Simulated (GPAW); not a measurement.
## Cs2AgSbBr6 (Fm-3m): G0W0 with GPAW, start to end

Wanted: ground state, empty states, screening and self-energy for Cs2AgSbBr6 (Fm-3m).

Program: GPAW 26.7.0. Level of theory: LDA and many-body steps on it, plane waves. Results are calculated unless marked as measured.

**Experimental background.**

- Gap 2.18 eV: indirect optical gap from Tauc plot; photothermal deflection spectroscopy; film (solution-processed film on quartz, about 200 nm thick) (“Bandgap Lowering in Mixed Alloys of Cs2Ag(SbxBi1-x)Br6 Double Perovskite Thin Films”, 2020, arxiv:2007.00388).

Report form: the programs' logs are mostly left out.

## (1) The starting structure

The structure is cubic, space group Fm-3m (No. 225). Conventional cell: a = 11.379 Å, b = 11.379 Å, c = 11.379 Å, α = 90.00°, β = 90.00°, γ = 90.00°. Nearest to Cs lie 12 Br at 4.02 Å. Nearest to Ag lie 6 Br at 2.86 Å. Sb has 6 Br at 2.83 Å nearest. Br has 1 Sb at 2.83 Å and 1 Ag at 2.86 Å and 4 Cs at 4.02 Å nearest. Farther neighbours and most contacts between anions are not listed.

The cell and positions are those that the Materials Project relaxed with its own functionals (PBE, PBE+U or r2SCAN), kept fixed. Spin-orbit coupling is left out unless a step names it.

## (2) Ground state

This step: GPAW 26.7.0; DFT, LDA, plane waves, PAW.

The ground-state density comes first.

The input, run.py:

```python
import json
import numpy as np
from gpaw.mpi import world
from ase import Atoms
from gpaw import GPAW, PW, FermiDirac

atoms = Atoms(['Cs', 'Cs', 'Ag', 'Sb', 'Br', 'Br', 'Br', 'Br', 'Br', 'Br'],
    cell=[[0.0000000000, 5.6892530000, 5.6892530000],
      [5.6892530000, 0.0000000000, 5.6892530000],
      [5.6892530000, 5.6892530000, 0.0000000000]],
    scaled_positions=[[0.7500000000, 0.7500000000, 0.7500000000],
      [0.2500000000, 0.2500000000, 0.2500000000],
      [0.5000000000, 0.5000000000, 0.5000000000],
      [0.0000000000, 0.0000000000, 0.0000000000],
      [0.7515540000, 0.2484460000, 0.2484460000],
      [0.2484460000, 0.2484460000, 0.7515540000],
      [0.2484460000, 0.7515540000, 0.7515540000],
      [0.2484460000, 0.7515540000, 0.2484460000],
      [0.7515540000, 0.2484460000, 0.7515540000],
      [0.7515540000, 0.7515540000, 0.2484460000]],
    pbc=(True, True, True))
calc = GPAW(mode=PW(450),
    xc='LDA',
    kpts={'size': (4, 4, 4), 'gamma': True},
    occupations=FermiDirac(0.001),
    nbands=-11,
    convergence={'density': 1e-6, 'bands': -3},
    maxiter=100,
    txt='gs.txt')
atoms.calc = calc
res = {'energy': atoms.get_potential_energy()}
kpts = calc.get_ibz_k_points()
res['kpts'] = kpts
res['eigenvalues'] = [calc.get_eigenvalues(kpt=k) for k in range(len(kpts))]
res['n_electrons'] = calc.get_number_of_electrons()
calc.write('gs.gpw')

if world.rank == 0:
    with open('result.json', 'w') as f:
        json.dump(res, f, default=lambda x: x.tolist())
```

Command:

```sh
$ mpirun -n 4 gpaw python run.py
```

The job ended after 58 s (4 MPI ranks of Intel Xeon 6975P-C (Granite Rapids), shared host; peak memory 1.2 GiB; 3.9 min of CPU time).

This step gave:

```
total energy               : -33.98 eV
gap                        : 0.7528 eV
k of the valence top       : 0.5, 0.5, 0
k of the conduction bottom : 0.5, 0.5, 0.5
least direct gap           : 1.919 eV
```

The gap is indirect, with the least direct gap 1.17 eV higher.

## (3) Bands along the symmetry lines

The cheap functional maps the bands first; the places of the edges decide which points the dearer methods must see.

The input, run.py:

```python
import json
import numpy as np
from gpaw.mpi import world
from gpaw import GPAW

path = [[0.000000, 0.000000, 0.000000],
    [0.062500, 0.000000, 0.062500],
    [0.125000, 0.000000, 0.125000],
    [0.187500, 0.000000, 0.187500],
    [0.250000, 0.000000, 0.250000],
    [0.312500, 0.000000, 0.312500],
    [0.375000, 0.000000, 0.375000],
    [0.437500, 0.000000, 0.437500],
    [0.500000, 0.000000, 0.500000],
    [0.515625, 0.031250, 0.515625],
    [0.531250, 0.062500, 0.531250],
    [0.546875, 0.093750, 0.546875],
    [0.562500, 0.125000, 0.562500],
    [0.578125, 0.156250, 0.578125],
    [0.593750, 0.187500, 0.593750],
    [0.609375, 0.218750, 0.609375],
    [0.625000, 0.250000, 0.625000],
    [0.375000, 0.375000, 0.750000],
    [0.328125, 0.328125, 0.656250],
    [0.281250, 0.281250, 0.562500],
    [0.234375, 0.234375, 0.468750],
    [0.187500, 0.187500, 0.375000],
    [0.140625, 0.140625, 0.281250],
    [0.093750, 0.093750, 0.187500],
    [0.046875, 0.046875, 0.093750],
    [0.000000, 0.000000, 0.000000],
    [0.062500, 0.062500, 0.062500],
    [0.125000, 0.125000, 0.125000],
    [0.187500, 0.187500, 0.187500],
    [0.250000, 0.250000, 0.250000],
    [0.312500, 0.312500, 0.312500],
    [0.375000, 0.375000, 0.375000],
    [0.437500, 0.437500, 0.437500],
    [0.500000, 0.500000, 0.500000],
    [0.500000, 0.468750, 0.531250],
    [0.500000, 0.437500, 0.562500],
    [0.500000, 0.406250, 0.593750],
    [0.500000, 0.375000, 0.625000],
    [0.500000, 0.343750, 0.656250],
    [0.500000, 0.312500, 0.687500],
    [0.500000, 0.281250, 0.718750],
    [0.500000, 0.250000, 0.750000],
    [0.500000, 0.218750, 0.718750],
    [0.500000, 0.187500, 0.687500],
    [0.500000, 0.156250, 0.656250],
    [0.500000, 0.125000, 0.625000],
    [0.500000, 0.093750, 0.593750],
    [0.500000, 0.062500, 0.562500],
    [0.500000, 0.031250, 0.531250],
    [0.500000, 0.000000, 0.500000]]
calc = GPAW('gs.gpw').fixed_density(kpts=path,
    symmetry='off',
    nbands=56,
    convergence={'bands': 52},
    txt='bands.txt')
res = {}
kpts = calc.get_ibz_k_points()
res['kpts'] = kpts
res['eigenvalues'] = [calc.get_eigenvalues(kpt=k) for k in range(len(kpts))]
res['n_electrons'] = calc.get_number_of_electrons()

if world.rank == 0:
    with open('result.json', 'w') as f:
        json.dump(res, f, default=lambda x: x.tolist())
```

Command:

```sh
$ mpirun -n 4 gpaw python run.py
```

It took 3 min on 4 MPI ranks; peak memory 1.8 GiB.

This step gave:

* gap: 0.7528 eV
* k of the valence top: 0.5, 0, 0.5
* k of the conduction bottom: 0.5, 0.5, 0.5
* least direct gap: 1.787 eV

The gap is 0.753 eV, as in the run before at this level.

The electronic bands at the labelled points (eV, zero at the top of the highest filled band):

```tsv
point	band 43	band 44	band 45	band 46	band 47	band 48	band 49	band 50
Γ	-1.20	-1.20	-0.93	-0.93	1.84	1.84	1.84	3.20
halfway	-1.49	-1.21	-1.06	-0.93	2.08	2.08	2.21	3.94
X	-1.57	-1.22	-0.93	0.00	2.28	2.28	2.60	3.71
halfway	-1.56	-1.26	-1.03	-0.04	2.09	2.42	2.58	3.95
U	-1.53	-1.40	-1.18	-0.19	1.78	2.52	2.74	4.43
jump to K	-1.53	-1.40	-1.18	-0.19	1.78	2.52	2.74	4.43
halfway	-1.44	-1.32	-1.32	-1.12	1.54	2.13	2.87	4.00
Γ	-1.20	-1.20	-0.93	-0.93	1.84	1.84	1.84	3.20
halfway	-1.51	-1.30	-1.20	-1.20	1.31	2.49	2.49	3.76
L	-1.48	-1.33	-1.33	-1.18	0.75	3.12	3.12	4.55
halfway	-1.50	-1.46	-1.33	-0.55	1.25	2.80	2.96	4.88
W	-1.45	-1.45	-1.42	-0.10	2.07	2.45	2.45	4.60
halfway	-1.56	-1.29	-1.14	-0.06	2.15	2.33	2.56	4.14
X	-1.57	-1.22	-0.93	0.00	2.28	2.28	2.60	3.71
```

## (4) Empty states on the mesh, 2×2×2 mesh, 448 bands

The sums over transitions need many empty states on a uniform mesh; this step solves for them.

The input, run.py:

```python
import json
import numpy as np
from gpaw.mpi import world
from gpaw import GPAW

calc = GPAW('gs.gpw').fixed_density(kpts={'size': (2, 2, 2), 'gamma': True},
    nbands=522,
    convergence={'bands': 448},
    txt='nscf.txt')
calc.write('full.gpw', mode='all')
res = {}
kpts = calc.get_ibz_k_points()
res['kpts'] = kpts
res['eigenvalues'] = [calc.get_eigenvalues(kpt=k) for k in range(len(kpts))]
res['n_electrons'] = calc.get_number_of_electrons()

if world.rank == 0:
    with open('result.json', 'w') as f:
        json.dump(res, f, default=lambda x: x.tolist())
```

Command:

```sh
$ mpirun -n 4 gpaw python run.py
```

Run time: 1.9 min. Hardware: 4 MPI ranks; peak memory 1.4 GiB; 7.7 min of CPU time.

This step gave:

| Property | Result |
| --- | --- |
| gap | 0.7528 eV |
| k of the valence top | 0.5, 0.5, 0 |
| k of the conduction bottom | 0.5, 0.5, 0.5 |
| least direct gap | 1.936 eV |
| k points computed | 3 |
| lowest point of the top converged band, above the valence top | 57.2638 eV |

On this mesh the gap is 0.753 eV.

## (5) Screening and self-energy, 2×2×2 mesh, 438 bands, screening to 65 eV

G0W0 replaces the xc potential by the self-energy, built once from these orbitals. Only a window of levels is corrected, while the sums run over the empty bands that the input names.

This step: G0W0 on LDA, plane waves, PAW.

The input, run.py:

```python
import json
import numpy as np
from gpaw.mpi import world
from gpaw.response.g0w0 import G0W0

gw = G0W0('full.gpw',
    filename='gw',
    kpts=[0, 1, 2],
    bands=(44, 48),
    ecut=65,
    nbands=438,
    integrate_gamma='WS',
    ppa=True)
gw.calculate()
res = {mode: {k: v for k, v in r.items() if k != 'sigma_eskwn'}
       for mode, r in gw.all_results.items()}

if world.rank == 0:
    with open('result.json', 'w') as f:
        json.dump(res, f, default=lambda x: x.tolist())
```

Command:

```sh
$ mpirun -n 4 gpaw python run.py
```

Run time: 2.2 min. Hardware: 4 MPI ranks; peak memory 4.3 GiB; 8.8 min of CPU time.

This step gave:

- G0W0 gap on the points computed: 1.621 eV
- least direct G0W0 gap on the computed points: 2.925 eV
- Z at the valence top: 0.7858
- Z at the conduction bottom: 0.8024
- starting gap on the mesh: 0.7528 eV
- k of the valence top: 0.5, 0.5, 0
- k of the conduction bottom: 0.5, 0.5, 0.5

The gap on the mesh goes from 0.75 eV to 1.62 eV, a correction of +0.87 eV.

Limits: finite bands, cutoff and mesh; d shell near the gap, gap tends to lie low; no spin-orbit coupling; coarse k mesh. v1 is the top filled band, c1 the lowest empty one. Levels before and after the correction, in eV, zero at the valence-band top of each column:

```tsv
	conduction bottom	valence top
Kohn-Sham	0.75	0.00
G0W0	1.62	0.00
```

```tsv
	level	energy (eV)
Kohn-Sham	(0.5 0.5 0) v2	-0.935
Kohn-Sham	(0.5 0.5 0) v1	0.000
Kohn-Sham	(0.5 0.5 0) c1-c2	2.279
Kohn-Sham	(0.5 0.5 0.5) v2	-1.333
Kohn-Sham	(0.5 0.5 0.5) v1	-1.183
Kohn-Sham	(0.5 0.5 0.5) c1	0.753
Kohn-Sham	(0.5 0.5 0.5) c2	3.120
G0W0	(0.5 0.5 0) v2	-1.179
G0W0	(0.5 0.5 0) v1	0.000
G0W0	(0.5 0.5 0) c1-c2	3.147
G0W0	(0.5 0.5 0.5) v2	-1.836
G0W0	(0.5 0.5 0.5) v1	-1.304
G0W0	(0.5 0.5 0.5) c1	1.621
G0W0	(0.5 0.5 0.5) c2	4.079
```

## (6) Where the time went

Times are wall times on 4 MPI ranks of Intel Xeon 6975P-C (Granite Rapids), shared host, good to a factor of about two.

```tsv
step	time	share	memory (GiB)
ground state	58 s	12 %	1.2
bands along the symmetry lines	3 min	37 %	1.8
empty states on the mesh	1.9 min	24 %	1.4
screening and self-energy	2.2 min	27 %	4.3
```

## (7) Results

* LDA gap: 0.75 eV, indirect
* G0W0 gap on the mesh: 1.62 eV
* GW settings: 2×2×2 mesh, 438 bands, screening to 65 eV, Godby-Needs plasmon pole
* known limits: not at the basis limit; d shell near the gap, gap tends to lie low; no spin-orbit coupling; coarse k mesh

What this shows: G0W0 moves the gap on the mesh from 0.75 eV to 1.62 eV (+0.87 eV), with Z of 0.79 and 0.80 at the edges. Against experiment, by G0W0@LDA: the gap of 1.62 eV lies −0.56 eV from the measured 2.18 eV (indirect, 2020). The calculation has static nuclei and no excitons; a measured gap holds zero-point and thermal motion, which mostly lowers it. Bands and cutoff are finite, so the gap is not at the basis limit. The miss can reach some tenths of an eV and take either sign; the mesh is an error of its own. These stock PAW sets were not made for GW; the filled d or f shell of Br lies in the frozen core, which bears on start and correction. The 2×2×2 mesh is coarse for this cell, which bears on the long-range parts of exchange and screening. A d shell, filled or nearly so, lies near the gap. One-shot GW converges very slowly in bands there, not always from below, and on a semilocal start the gap tends to come out low; starts rich in exact exchange can overshoot instead. The many-body steps are scalar-relativistic: spin-orbit coupling is not in them.

[Paths, hosts, dates, memory and timing lines, banners, echoed tables and standing remarks are left out of the program output.]

[Logs are printed without paths, hosts, clocks, repeated set-up lines and the standing remarks that a program may print on its own settings, such as how far it seeks lower states.]

[Runs of the session that timed out or met a known fault of the program may be left out.]

[Hosts, paths, dates, database ids (printed as entryN), source tags and the programs' standing remarks are cut or masked in the printed files.]
